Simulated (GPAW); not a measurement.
# H/Ni(100) in an electric field, part 2 of 2

How does H/Ni(100) screen a perpendicular field?

GPAW 26.7.0; GPAW, PAW setups; slab in vacuum, relaxation (the session's first sound run).

So far, dipole along the normal (e·Å): step 2 (relaxing the atoms) -0.0198; step 3 (the slab's potential) -0.0199; step 4 (field on) -0.0775.

## 5. In a field

Input file run.py:

```python
import json
import numpy as np
from ase import Atoms
from gpaw import GPAW, PW
from gpaw.external import ConstantElectricField

slab = Atoms(
    ['Ni', 'Ni', 'Ni', 'Ni', 'H'],
    positions=[
        [1.24451, 1.24451, 7.00000],
        [0.00000, 0.00000, 8.76000],
        [1.24451, 1.24451, 10.53855],
        [0.00000, -0.00000, 12.31210],
        [1.24451, -0.00000, 13.33935]],
    cell=[[2.48902, 0.0, 0.0], [0.0, 2.48902, 0.0], [0.0, 0.0, 20.20396]],
    pbc=[True, True, False],
    magmoms=[0.7, 0.7, 0.7, 0.7, 0.0])

slab.calc = GPAW(mode=PW(500), xc='PBE', kpts={'size': (13, 13, 1), 'gamma': True},
                 occupations={'name': 'fermi-dirac', 'width': 0.1}, nbands='160%',
                 convergence={'density': 1e-05}, maxiter=200,
                 poissonsolver={'dipolelayer': 'xy'},
                 external=ConstantElectricField(-0.1, [0, 0, 1]),
                 symmetry={'tolerance': 1e-3}, txt='slab.txt')
result = {}
energy = slab.get_potential_energy()
fermi = slab.calc.get_fermi_level()
v = slab.calc.get_electrostatic_potential().mean((0, 1)) - fermi
n = slab.calc.get_pseudo_density().mean((0, 1))
L = slab.cell[2, 2]
z = np.arange(len(v)) * L / len(v)
low, high = slab.positions[:, 2].min(), slab.positions[:, 2].max()
below, above = np.interp([low - 4.8, high + 4.8], z, v)
slopes = [np.interp(x, z, np.gradient(v, z)) for x in (low - 4.8, high + 4.8)]
eps = np.array([[slab.calc.get_eigenvalues(k, s) for k in range(len(slab.calc.get_ibz_k_points()))]
                for s in range(slab.calc.get_number_of_spins())]) - fermi
top, bottom = eps[eps < 0].max(), eps[eps > 0].min()
dipole = slab.get_dipole_moment()[2]
print(f'energy {energy:.4f} eV, Fermi level {fermi:.4f} eV, dipole {dipole:.5f} e A')
print(f'potential 4.8 A off the faces, from the Fermi level: lower {below:.4f} eV, upper {above:.4f} eV')
print(f'slope of the potential there: lower {slopes[0]:.5f}, upper {slopes[1]:.5f} eV/A')
print(f'nearest levels on the mesh: {top:.4f} and {bottom:.4f} eV')
print('magnetic moment', round(slab.get_magnetic_moment(), 3))
result.update(energy=energy, fermi=fermi, dipole=dipole, below=below, above=above, slopes=slopes, edges=[top, bottom],
              z=z.tolist(), v=v.tolist(), n=n.tolist(), positions=slab.positions.tolist(),
              forces=slab.get_forces(apply_constraint=False).tolist(), moments=slab.get_magnetic_moments().tolist())
json.dump(result, open('result.json', 'w'))
```

Command:

```
$ OMP_NUM_THREADS=1 OPENBLAS_NUM_THREADS=1 python run.py
```

Log:

```text
energy -31.1310 eV, Fermi level -0.2428 eV, dipole -0.04874 e A
potential 4.8 A off the faces, from the Fermi level: lower 4.4795 eV, upper 5.9040 eV
slope of the potential there: lower -0.00057, upper -0.00014 eV/A
nearest levels on the mesh: -0.0003 and 0.0024 eV
magnetic moment 2.225
```

Run time: 78 min. Hardware: 1 thread of Arm Neoverse N1, shared host; peak memory 0.76 GiB.

This step gave:

- dipole along the normal: -0.04874 e·Å
- levels nearest the Fermi level on the mesh: -2.68e-4, 0.002359 eV from the Fermi level
- site moments: 0.7809, 0.6984, 0.6135, 0.2681, -0.004748 μB
- potential below the slab, the applied field's own ramp left out: 4.480 eV from the Fermi level
- potential above the slab, the applied field's own ramp left out: 5.904 eV from the Fermi level

Electrostatic potential energy of an electron (without an applied field's), less the Fermi level, planar mean against z:

```
z (Å)  electrostatic potential energy of an electron (without an applied field's), less the Fermi level, planar mean (eV)
  0.0                                                                                                                5.19
  0.5                                                                                                                4.48
  1.0                                                                                                                4.48
  1.5                                                                                                                4.48
  2.0                                                                                                                4.48
  2.5                                                                                                                4.48
  3.0                                                                                                                4.48
  3.5                                                                                                                4.47
  4.0                                                                                                                4.46
  4.5                                                                                                                4.42
  5.0                                                                                                                4.25
  5.5                                                                                                                3.64
  6.0                                                                                                                1.40
  6.5                                                                                                               -6.39
  7.0                                                                                                               -16.0
  7.5                                                                                                               -6.69
  8.0                                                                                                               -2.83
  8.5                                                                                                               -12.6
  9.0                                                                                                               -12.9
  9.5                                                                                                               -2.82
 10.0                                                                                                               -5.74
 10.5                                                                                                               -15.7
 11.0                                                                                                               -7.34
 11.5                                                                                                               -2.06
 12.0                                                                                                               -10.8
 12.5                                                                                                               -13.4
 13.0                                                                                                               -2.56
 13.5                                                                                                                1.12
 14.0                                                                                                                4.82
 14.5                                                                                                                5.67
 15.0                                                                                                                5.85
 15.5                                                                                                                5.89
 16.0                                                                                                                5.90
 16.5                                                                                                                5.90
 17.0                                                                                                                5.90
 17.5                                                                                                                5.90
 18.0                                                                                                                5.90
 18.5                                                                                                                5.90
 19.0                                                                                                                5.90
 19.5                                                                                                                5.90
 20.0                                                                                                                5.60
```

Force by atom:

```
atom  x (eV/Å)  y (eV/Å)  z (eV/Å)   size
 Ni1     0.000     0.000     0.268  0.268
 Ni2     0.000     0.000    -0.256  0.256
 Ni3     0.000     0.000     0.002  0.002
 Ni4     0.000     0.000    -0.003  0.003
  H5     0.000     0.000     0.001  0.001
```

The dipole is now -0.0487 e Å, against -0.020 in the run without a field.

## 6. Field on

run.py, as its differences from that of step 5:

```diff
@@ -22,3 +22,3 @@
                  poissonsolver={'dipolelayer': 'xy'},
-                 external=ConstantElectricField(-0.1, [0, 0, 1]),
+                 external=ConstantElectricField(-0.05, [0, 0, 1]),
                  symmetry={'tolerance': 1e-3}, txt='slab.txt')
```

Log:

```text

```

Elapsed: 60 min, on 1 thread; peak memory 0.72 GiB.

The run was cut off at its time limit.

## 7. In a field

run.py, as its differences from that of step 6:

```diff
@@ -22,3 +22,3 @@
                  poissonsolver={'dipolelayer': 'xy'},
-                 external=ConstantElectricField(-0.05, [0, 0, 1]),
+                 external=ConstantElectricField(0.05, [0, 0, 1]),
                  symmetry={'tolerance': 1e-3}, txt='slab.txt')
```

Log:

```text

```

Elapsed: 37 min, on 1 thread; peak memory 0.71 GiB.

The run was cut off at its time limit.

## 8. Field on

run.py, as its differences from that of step 7:

```diff
@@ -22,3 +22,3 @@
                  poissonsolver={'dipolelayer': 'xy'},
-                 external=ConstantElectricField(0.05, [0, 0, 1]),
+                 external=ConstantElectricField(0.1, [0, 0, 1]),
                  symmetry={'tolerance': 1e-3}, txt='slab.txt')
```

Log:

```text

```

Elapsed: 20 s, on 1 thread; peak memory 0.32 GiB.

The run was cut off at its time limit.

## 9. Field on

run.py, as its differences from that of step 8:

```diff
@@ -22,3 +22,3 @@
                  poissonsolver={'dipolelayer': 'xy'},
-                 external=ConstantElectricField(0.1, [0, 0, 1]),
+                 external=ConstantElectricField(0.2, [0, 0, 1]),
                  symmetry={'tolerance': 1e-3}, txt='slab.txt')
```

Log:

```text

```

Elapsed: 20 s, on 1 thread; peak memory 0.26 GiB.

The run was cut off at its time limit.

## 10. Field on

run.py, as its differences from that of step 9:

```diff
@@ -22,3 +22,3 @@
                  poissonsolver={'dipolelayer': 'xy'},
-                 external=ConstantElectricField(0.2, [0, 0, 1]),
+                 external=ConstantElectricField(0.3, [0, 0, 1]),
                  symmetry={'tolerance': 1e-3}, txt='slab.txt')
```

Log:

```text

```

The job ended after 20 s (1 thread; peak memory 0.31 GiB).

The run was cut off at its time limit.

## 11. The series

The members are put on one axis.

This step: induced dipole against applied field (GPAW 26.7.0).

The dipole along the normal by field:

```
field (V/Å)  dipole along the normal (e·Å)
    -0.2000                        -0.0775
    -0.1000                        -0.0487
     0.0000                        -0.0199
```

## 12. Summary of results

| Property | Result |
| --- | --- |
| work function, upper and lower face | 5.526 and 4.950 eV |
| dipole along the normal | -0.0199 e Å |
| induced dipole per field | 0.287 e Å per V/Å |
| out-of-plane polarisability per area, α/(ε0 A) | 8.39 Å |

The field induces 0.287 e Å per V/Å, a polarisable thickness α/(ε0 A) of 8.39 Å beside 6.34 Å between the outermost nuclei. A perfect conductor would give the distance between its two image planes; a dielectric of thickness t gives t(1 - 1/ε). The two faces differ by 0.58 eV, the step that the slab's dipole makes (e p/(ε0 A) gives 0.58 eV), so the dipole layer is needed. The induced dipole is linear in the field over this range. The cell of 6.20 Å² holds one H, started on one chosen site; other sites and coverages weren't tried. One magnetic start was tried; another order may lie lower. The in-plane lattice was kept as typed, which isn't the functional's own and leaves some strain; spin-orbit coupling and temperature are left out.

[Logs are printed without paths, hosts, clocks, repeated set-up lines and the standing remarks that a program may print on its own settings, such as how far it seeks lower states.]

[Hosts, paths, dates, database ids (printed as entryN), source tags and the programs' standing remarks are cut or masked in the printed files.]
